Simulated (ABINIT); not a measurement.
Records of electronic-structure calculations.

```
! title: A GW chain in ABINIT: AgCl (Fm-3m)
! method: RPA screening on PBE with spin-orbit coupling, plane waves, norm-conserving pseudopotentials (and 2 further levels or steps)
! program: ABINIT 10.8.3
! settings: cutoff 37 Ha, PseudoDojo fully relativistic 0.4 standard, norm-conserving, ngkpt (4, 4, 4), nband 194, ecuteps 5.5 Ha, shiftk (0, 0, 0), symchi 1, awtr 1, frequency ppm, 4×4×4 k-mesh
! cost: 5 runs, 3.8 min in all on 8 MPI ranks of AMD EPYC 9R45, shared host
! notes: The program’s warnings: Neglecting <n,k|[Vnl,iqr]|m,k>.  Limits: screening head approximate; d shell near the gap, gap tends to lie low. The 4×4×4 mesh is coarse for this cell, which bears on the long-range parts of exchange and screening.
! PBE gap: 0.88 eV, indirect
! G0W0 gap on the mesh: 2.03 eV
! GW settings: 4×4×4 mesh, 194 bands, screening to 149.7 eV, Godby-Needs plasmon pole
! known limits: short of the basis limit; screening head approximate; d shell near the gap, gap tends to lie low; coarse k mesh
CELL_PARAMETERS angstrom
0.00000 2.79850 2.79850
2.79850 0.00000 2.79850
2.79850 2.79850 0.00000
ATOMIC_POSITIONS crystal
Ag 0.00000 0.00000 0.00000
Cl 0.50000 0.50000 0.50000
```

[Long decimals in the printed logs are rounded to 6 places.]

[Logs are printed without paths, hosts, clocks, repeated set-up lines and the standing remarks that a program may print on its own settings, such as how far it seeks lower states.]

[Paths, hosts, dates, memory and timing lines, banners, echoed tables and standing remarks are left out of the program output; an Ansatz launch command may be rebuilt from the run's recorded settings. Measured values are a selection of at most five: reports struck by readers or far from the other reports are left out. None is set beside runs whose start may be inverted or whose files or cutoffs have a known fault.]

[Runs of the session that timed out or met a known fault of the program may be left out.]

[Hosts, paths, dates, database ids (printed as entryN), source tags and the programs' standing remarks are cut or masked in the printed files.]

[G0W0 gaps are taken among the corrected bands and points alone; a level outside them can change the order at an edge.]

[Where Ansatz stands beside ABINIT at settings called matched, ABINIT's density can come from a denser mesh and the files from another edition; pairs whose starting gaps differed by over 0.03 eV were left out, so agreement reads better than it is.]
